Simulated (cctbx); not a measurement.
## Diagnosing a refinement

Cell a = 7.7950 Å, b = 7.7950 Å, c = 13.9050 Å, α = 90.00°, β = 90.00°, γ = 90.00°; space group I4/mcm (no. 140).

The data are simulated with cctbx, not measured: Ga Kα, λ = 1.3414 Å, to d = 0.83 Å, 80 % of the full sphere, strongest reflection 40000 counts, noise from counting, a 4 % proportional error and a noise floor of 8 counts (s.d.); no absorption, and some extinction, which the refinements don't model.

An anisotropic refinement with weights 1/σ² prints:

```text
Rint 0.033, 230 unique reflections to 0.83 A
cycle     R1     wR2    GooF  max shift (A)
   1  0.3681  0.6884  36.975   0.01928
   2  0.3494  0.6281  33.734   0.00024
final R1 0.3493 wR2 0.6281 GooF 33.734  parameters 12  data/parameter 19.2
atom        x        y        z      Ueq    occ   su(xyz)  su(Uiso or U11)
Ce1    0.65642  0.84358  0.14118  -0.0077  1.000  0.00066  0.0042  NPD
Sb1    0.50000  0.50000  0.25000   0.0052  1.000  0.00000  0.0062
Pd1    0.13265  0.36735  0.00000  -0.0095  1.000  0.00119  0.0049  NPD
difference map: max 179.28 min -12.91 rms 8.87
Q1    0.0000  0.0000  0.0000    4  179.28  3.04 A from Pd1
Q2    0.0000  0.0000  0.2500    4  102.10  0.00 A from Sb1
Q3    0.1579  0.3421  0.3668   16   90.54  0.11 A from Ce1
Q4    0.1283  0.3717  0.0000    8   61.83  0.05 A from Pd1
Q5    0.1037  0.1154  0.0000   16   13.19  1.98 A from Pd1
Q6    0.0000  0.0000  0.0982    8    9.01  2.11 A from Sb1
```

**Question.** Can this result stand? If not, what is the likely fault?

Mend it. The fault: an atom left out, Y at (1/2, 1/2, 0). Against the right model at the same level, R1 goes from 0.0081 to 0.3493 and GooF from 0.96 to 33.73, U of Ce1 shrinks from 0.0110 to -0.0077 Å², U of Pd1 shrinks from 0.0100 to -0.0095 Å², the top difference peak, 179.3 e/Å³, lies 3.04 Å from Pd1 and Ce1 and Pd1 go non-positive-definite. Q1 is the missing atom. With scattering power missing, scale and phases suffer, so peaks may also grow on the heavy atoms.

The compound is Ce4YSbPd2. The right model at the same level gives:

```text
Rint 0.033, 230 unique reflections to 0.83 A
cycle     R1     wR2    GooF  max shift (A)
   1  0.0171  0.0521   2.810   0.00074
   2  0.0081  0.0179   0.963   0.00000
final R1 0.0081 wR2 0.0179 GooF 0.963  parameters 14  data/parameter 16.4
atom        x        y        z      Ueq    occ   su(xyz)  su(Uiso or U11)
Ce1    0.65650  0.84350  0.13980   0.0110  1.000  0.00002  0.0001
Sb1    0.50000  0.50000  0.25000   0.0144  1.000  0.00000  0.0001
Pd1    0.13200  0.36800  0.00000   0.0100  1.000  0.00003  0.0001
Y1     0.50000  0.50000  0.00000   0.0142  1.000  0.00000  0.0002
difference map: max 0.52 min -0.59 rms 0.13
Q1    0.1019  0.2511  0.5000   16    0.52  2.04 A from Pd1
Q2    0.1248  0.3752  0.5000    8    0.41  1.98 A from Ce1
Q3    0.0980  0.1346  0.1363   32    0.36  1.92 A from Ce1
Q4    0.1290  0.3710  0.2078   16    0.36  2.14 A from Ce1
Q5    0.0415  0.4585  0.1130   16    0.35  1.82 A from Ce1
Q6    0.0719  0.2150  0.2347   32    0.33  1.78 A from Sb1
```

The model is made up (kin elements in a known structure type, no relaxation), so it says nothing on whether the phase exists.

[Middle refinement cycles are left out of these outputs.]

[Logs are printed without paths, hosts, clocks, repeated set-up lines and the standing remarks that a program may print on its own settings, such as how far it seeks lower states.]
